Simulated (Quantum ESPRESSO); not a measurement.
**Collinear magnetic orders of MnNbP with Quantum ESPRESSO**

Wanted: the moments of MnNbP and the energy of each order that was tried.

Program: Quantum ESPRESSO 7.5. Level of theory: PBEsol; plane waves with GBRV 1.5 PBEsol potentials, no spin-orbit coupling. Results are calculated unless marked as measured.

**Measured values to reproduce.**

“Large anomalous Hall effect and unusual domain switching in an orthorhombic antiferromagnetic material NbMnP” (2023, arxiv:2305.02028) quotes from earlier work for NbMnP, orthorhombic Pnma (NbMnP from earlier study): moment (ordered moment per Mn, in the ac plane) 1.2 μB [quoted from earlier magnetic structure work; measurement temperature not stated here].

**1. Set-up**

It takes space group Pnma (No. 62, orthorhombic). Conventional cell: a = 6.182 Å, b = 3.557 Å, c = 7.219 Å, α = 90.00°, β = 90.00°, γ = 90.00°. Mn has 4 P at 2.33 to 2.37 Å and 2 Mn at 2.64 Å and 5 Nb at 2.79 to 2.89 Å nearest. Nearest to Nb lie 5 P at 2.58 to 2.63 Å and 5 Mn at 2.79 to 2.89 Å. Nearest to P lie 4 Mn at 2.33 to 2.37 Å and 5 Nb at 2.58 to 2.63 Å. Farther neighbours are not listed.

Coordinates:

```cif
data_structure
_symmetry_space_group_name_H-M 'Pnma'
_symmetry_Int_Tables_number 62
_cell_length_a 6.1823
_cell_length_b 3.5573
_cell_length_c 7.2187
_cell_angle_alpha 90.000
_cell_angle_beta 90.000
_cell_angle_gamma 90.000
_cell_volume 158.76
loop_
_atom_site_label
_atom_site_type_symbol
_atom_site_symmetry_multiplicity
_atom_site_Wyckoff_symbol
_atom_site_fract_x
_atom_site_fract_y
_atom_site_fract_z
_atom_site_occupancy
Mn1 Mn 4 c 0.85815 0.75000 0.44153 1
Nb1 Nb 4 c 0.53442 0.25000 0.33136 1
P1 P 4 c 0.26908 0.25000 0.86530 1
```

The cell comes from Materials Project 2023-11-01, a database of computed structures, and need not be the stable phase.

**2. Run 1 (ferro ++++)**

The signs are those of the starting moments on the seeded atoms, the atoms that are given a moment.

Contents of pw.in:

```
&CONTROL
  calculation = 'scf'
  prefix = 'pwscf'
  outdir = './tmp'
  pseudo_dir = './pseudo'
  disk_io = 'nowf'
/
&SYSTEM
  ibrav = 0
  celldm(1) = 8
  nat = 12
  ntyp = 3
  ecutwfc = 40
  ecutrho = 280
  nbnd = 90
  occupations = 'smearing'
  smearing = 'fd'
  degauss = 0.00734986
  nspin = 2
  starting_magnetization(1) = 0.2333
  starting_magnetization(2) = 0
  starting_magnetization(3) = 0
/
&ELECTRONS
  conv_thr = 2.4d-08
  electron_maxstep = 150
  mixing_beta = 0.3
/
ATOMIC_SPECIES
Mn     54.9380 mn_pbesol_v1.5.uspp.F.UPF
Nb     92.9064 nb_pbesol_v1.uspp.F.UPF
P      30.9738 p_pbesol_v1.5.uspp.F.UPF
CELL_PARAMETERS alat
   1.4603567275342    0.0000000000000    0.0000000000000
   0.0000000000000    0.8402903428914    0.0000000000000
   0.0000000000000    0.0000000000000    1.7051707469795
ATOMIC_POSITIONS crystal
Mn      0.8581483400    0.7500000000    0.4415280000
Mn      0.1418516600    0.2500000000    0.5584720000
Mn      0.3581483400    0.7500000000    0.0584720000
Mn      0.6418516600    0.2500000000    0.9415280000
Nb      0.5344228000    0.2500000000    0.3313595600
Nb      0.4655772000    0.7500000000    0.6686404400
Nb      0.0344228000    0.2500000000    0.1686404400
Nb      0.9655772000    0.7500000000    0.8313595600
P       0.2690831900    0.2500000000    0.8653017900
P       0.7309168100    0.7500000000    0.1346982100
P       0.7690831900    0.2500000000    0.6346982100
P       0.2309168100    0.7500000000    0.3653017900
K_POINTS automatic
4 8 4 0 0 0
```

Command:

```console
OMP_NUM_THREADS=1 mpirun -n 4 pw.x -nk 4 -in pw.in > pw.out
```

What it wrote:

```text
Program PWSCF v.7.5 starts

     Message from routine setup:
     using ibrav=0 with symmetry is DISCOURAGED, use correct ibrav instead

     K-points division:     npool     =       4
     Subspace diagonalization in iterative solution of the eigenvalue problem:

     G-vector sticks info
     --------------------
     sticks:   dense  smooth     PW     G-vecs:    dense   smooth      PW
     Sum        1737     997    299                84733    36639    5985

     Using Slab Decomposition

     bravais-lattice index     =            0
     lattice parameter (alat)  =       8.0000  a.u.
     unit-cell volume          =    1071.3371 (a.u.)^3
     number of atoms/cell      =           12
     number of atomic types    =            3
     number of electrons       =       132.00
     number of Kohn-Sham states=           90
     kinetic-energy cutoff     =      40.0000  Ry
     charge density cutoff     =     280.0000  Ry
     scf convergence threshold =      2.4E-08
     mixing beta               =       0.3000
     number of iterations used =            8  plain     mixing
     Exchange-correlation= SLA  PW   PSX  PSC
                           (   1   4  10   8   0   0   0)

     celldm(1)=   8.000000  celldm(2)=   0.000000  celldm(3)=   0.000000
     celldm(4)=   0.000000  celldm(5)=   0.000000  celldm(6)=   0.000000

     crystal axes: (cart. coord. in units of alat)
               a(1) = (   1.460357   0.000000   0.000000 )
               a(2) = (   0.000000   0.840290   0.000000 )
               a(3) = (   0.000000   0.000000   1.705171 )

     reciprocal axes: (cart. coord. in units 2 pi/alat)
               b(1) = (  0.684764  0.000000  0.000000 )
               b(2) = (  0.000000  1.190065  0.000000 )
               b(3) = (  0.000000  0.000000  0.586452 )

     PseudoPot. # 1 for Mn read from file:
     mn_pbesol_v1.5.uspp.F.UPF
     Pseudo is Ultrasoft + core correction, Zval = 15.0
     Generated by new atomic code, or converted to UPF format
     Using radial grid of  859 points,  6 beta functions with:
                l(1) =   0
                l(2) =   0
                l(3) =   1
                l(4) =   1
                l(5) =   2
                l(6) =   2
     Q(r) pseudized with  8 coefficients,  rinner =    0.950   0.950   0.950
                                                       0.950   0.950

     PseudoPot. # 2 for Nb read from file:
     nb_pbesol_v1.uspp.F.UPF
     Pseudo is Ultrasoft + core correction, Zval = 13.0
     Generated by new atomic code, or converted to UPF format
     Using radial grid of  887 points,  6 beta functions with:
                l(1) =   0
                l(2) =   0
                l(3) =   1
                l(4) =   1
                l(5) =   2
                l(6) =   2
     Q(r) pseudized with  6 coefficients,  rinner =    1.000   1.000   1.000
                                                       1.000   1.000

     PseudoPot. # 3 for P  read from file:
     p_pbesol_v1.5.uspp.F.UPF
     Pseudo is Ultrasoft + core correction, Zval =  5.0
     Generated by new atomic code, or converted to UPF format
     Using radial grid of  903 points,  6 beta functions with:
                l(1) =   0
                l(2) =   0
                l(3) =   1
                l(4) =   1
                l(5) =   2
                l(6) =   2
     Q(r) pseudized with  8 coefficients,  rinner =    1.300   1.300   1.300
                                                       1.300   1.300

     atomic species   valence    mass     pseudopotential
     Mn               15.00    54.93800     Mn( 1.00)
     Nb               13.00    92.90640     Nb( 1.00)
     P                 5.00    30.97380     P ( 1.00)

     Starting magnetic structure
     atomic species   magnetization
     Mn              0.233
     Nb              0.000
     P               0.000

      8 Sym. Ops., with inversion, found ( 6 have fractional translation)

   Cartesian axes

     site n.     atom                  positions (alat units)
         1        Mn     tau(   1) = (   1.2532027   0.6302178   0.7528806  )
         2        Mn     tau(   2) = (   0.2071540   0.2100726   0.9522901  )
         3        Mn     tau(   3) = (   0.5230243   0.6302178   0.0997047  )
         4        Mn     tau(   4) = (   0.9373324   0.2100726   1.6054660  )
         5        Nb     tau(   5) = (   0.7804479   0.2100726   0.5650246  )
         6        Nb     tau(   6) = (   0.6799088   0.6302178   1.1401461  )
         7        Nb     tau(   7) = (   0.0502696   0.2100726   0.2875607  )
         8        Nb     tau(   8) = (   1.4100872   0.6302178   1.4176100  )
         9        P      tau(   9) = (   0.3929574   0.2100726   1.4754873  )
        10        P      tau(  10) = (   1.0673993   0.6302178   0.2296834  )
        11        P      tau(  11) = (   1.1231358   0.2100726   1.0822688  )
        12        P      tau(  12) = (   0.3372209   0.6302178   0.6229019  )

     number of k points=    45  Fermi-Dirac smearing, width (Ry)=  0.0073
                       cart. coord. in units 2pi/alat
        k(    1) = (   0.0000000   0.0000000   0.0000000), wk =   0.0078125
        k(    2) = (   0.0000000   0.0000000   0.1466129), wk =   0.0156250
        k(    3) = (   0.0000000   0.0000000  -0.2932258), wk =   0.0078125
        k(    4) = (   0.0000000   0.1487581   0.0000000), wk =   0.0156250
        k(    5) = (   0.0000000   0.1487581   0.1466129), wk =   0.0312500
        [... 40 further k-points ...]

     Dense  grid:    84733 G-vectors     FFT dimensions: (  64,  36,  80)

     Smooth grid:    36639 G-vectors     FFT dimensions: (  48,  30,  60)

     Check: negative core charge=   -0.000031
     Generating pointlists ...
     new r_m :   0.2267 (alat units)  1.8133 (a.u.) for type    1
     new r_m :   0.2514 (alat units)  2.0109 (a.u.) for type    2
     new r_m :   0.2267 (alat units)  1.8133 (a.u.) for type    3

     Initial potential from superposition of free atoms

     starting charge     129.9891, renormalised to     132.0000
     Starting wfcs are  120 randomized atomic wfcs

     Self-consistent Calculation

     iteration #  1     ecut=    40.00 Ry     beta= 0.30
     Davidson diagonalization with overlap
     ethr =  1.00E-02,  avg # of iterations =  2.8

     total energy              =   -1378.30163459 Ry
     estimated scf accuracy    <       3.12513263 Ry

     total magnetization       =     7.65 Bohr mag/cell
     absolute magnetization    =     9.35 Bohr mag/cell

     iteration #  2     ecut=    40.00 Ry     beta= 0.30
     Davidson diagonalization with overlap
     ethr =  2.37E-03,  avg # of iterations =  2.0

     total energy              =   -1378.27929569 Ry
     estimated scf accuracy    <       2.18789666 Ry

     total magnetization       =     7.79 Bohr mag/cell
     absolute magnetization    =     9.46 Bohr mag/cell

     iteration #  3     ecut=    40.00 Ry     beta= 0.30
     Davidson diagonalization with overlap
     ethr =  1.66E-03,  avg # of iterations =  2.0

     total energy              =   -1378.54651238 Ry
     estimated scf accuracy    <       2.25245021 Ry

     total magnetization       =     7.14 Bohr mag/cell
     absolute magnetization    =     8.98 Bohr mag/cell

     [... further iterations left out ...]

     iteration # 13     ecut=    40.00 Ry     beta= 0.30
     Davidson diagonalization with overlap
     ethr =  9.48E-09,  avg # of iterations =  2.9

     total energy              =   -1378.75397659 Ry
     estimated scf accuracy    <       0.00000253 Ry

     total magnetization       =     4.65 Bohr mag/cell
     absolute magnetization    =     5.81 Bohr mag/cell

     iteration # 14     ecut=    40.00 Ry     beta= 0.30
     Davidson diagonalization with overlap
     ethr =  1.92E-09,  avg # of iterations =  2.8

     total energy              =   -1378.75397728 Ry
     estimated scf accuracy    <       0.00000058 Ry

     total magnetization       =     4.65 Bohr mag/cell
     absolute magnetization    =     5.80 Bohr mag/cell

     iteration # 15     ecut=    40.00 Ry     beta= 0.30
     Davidson diagonalization with overlap
     ethr =  4.38E-10,  avg # of iterations =  2.4

     total energy              =   -1378.75397756 Ry
     estimated scf accuracy    <       0.00000008 Ry

     total magnetization       =     4.66 Bohr mag/cell
     absolute magnetization    =     5.81 Bohr mag/cell

     iteration # 16     ecut=    40.00 Ry     beta= 0.30
     Davidson diagonalization with overlap
     ethr =  5.82E-11,  avg # of iterations =  3.2

     Magnetic moment per site  (integrated on atomic sphere of radius R)
     atom   1 (R=0.227)  charge= 13.0558  magn=  1.2013
     atom   2 (R=0.227)  charge= 13.0558  magn=  1.2013
     atom   3 (R=0.227)  charge= 13.0558  magn=  1.2013
     atom   4 (R=0.227)  charge= 13.0558  magn=  1.2013
     atom   5 (R=0.251)  charge= 10.1304  magn= -0.0632
     atom   6 (R=0.251)  charge= 10.1304  magn= -0.0632
     atom   7 (R=0.251)  charge= 10.1304  magn= -0.0632
     atom   8 (R=0.251)  charge= 10.1304  magn= -0.0632
     atom   9 (R=0.227)  charge=  2.9010  magn= -0.0229
     atom  10 (R=0.227)  charge=  2.9010  magn= -0.0229
     atom  11 (R=0.227)  charge=  2.9010  magn= -0.0229
     atom  12 (R=0.227)  charge=  2.9010  magn= -0.0229

     End of self-consistent calculation

     [... lines left out ...]
     the Fermi energy is    18.2670 ev

!    total energy              =   -1378.75397762 Ry
     estimated scf accuracy    <       0.00000002 Ry
     smearing contrib. (-TS)   =      -0.02378990 Ry
     internal energy E=F+TS    =   -1378.73018772 Ry

     The total energy is F=E-TS. E is the sum of the following terms:
     one-electron contribution =    -478.71664450 Ry
     hartree contribution      =     317.31677741 Ry
     xc contribution           =    -203.14254990 Ry
     ewald contribution        =   -1014.18777073 Ry

     total magnetization       =     4.66 Bohr mag/cell
     absolute magnetization    =     5.81 Bohr mag/cell

     convergence has been achieved in  16 iterations

=------------------------------------------------------------------------------=
   JOB DONE.
=------------------------------------------------------------------------------=
```

The job ended after 4.5 min (4 MPI ranks of Intel Xeon Platinum 8559C (Emerald Rapids), shared host; peak memory 1.3 GiB; 18 min of CPU time).

Spin moment in the atom's sphere by atom:

| atom | spin moment in the atom's sphere (μB) |
| --- | --- |
| Mn1 | 1.20 |
| Mn2 | 1.20 |
| Mn3 | 1.20 |
| Mn4 | 1.20 |
| Nb5 | -0.06 |
| Nb6 | -0.06 |
| Nb7 | -0.06 |
| Nb8 | -0.06 |
| P9 | -0.02 |
| P10 | -0.02 |
| P11 | -0.02 |
| P12 | -0.02 |

Read from the output:

```
smearing term TS       : 0.3237 eV
magnetization          : 4.656 μB
absolute magnetization : 5.806 μB
final state            : ferromagnetic
```

(Part 1 of 2 ends here.)

[Logs and program files are shortened in this print: banners, set-up blocks, solver, clock and traceback lines can be left out without a mark of their own.]

[Logs are printed without paths, hosts, clocks, repeated set-up lines and the standing remarks that a program may print on its own settings, such as how far it seeks lower states.]

[Hosts, paths, dates, database ids (printed as entryN), source tags and the programs' standing remarks are cut or masked in the printed files.]

[Where a cell is said to come from a database of computed structures, the database is the Materials Project.]
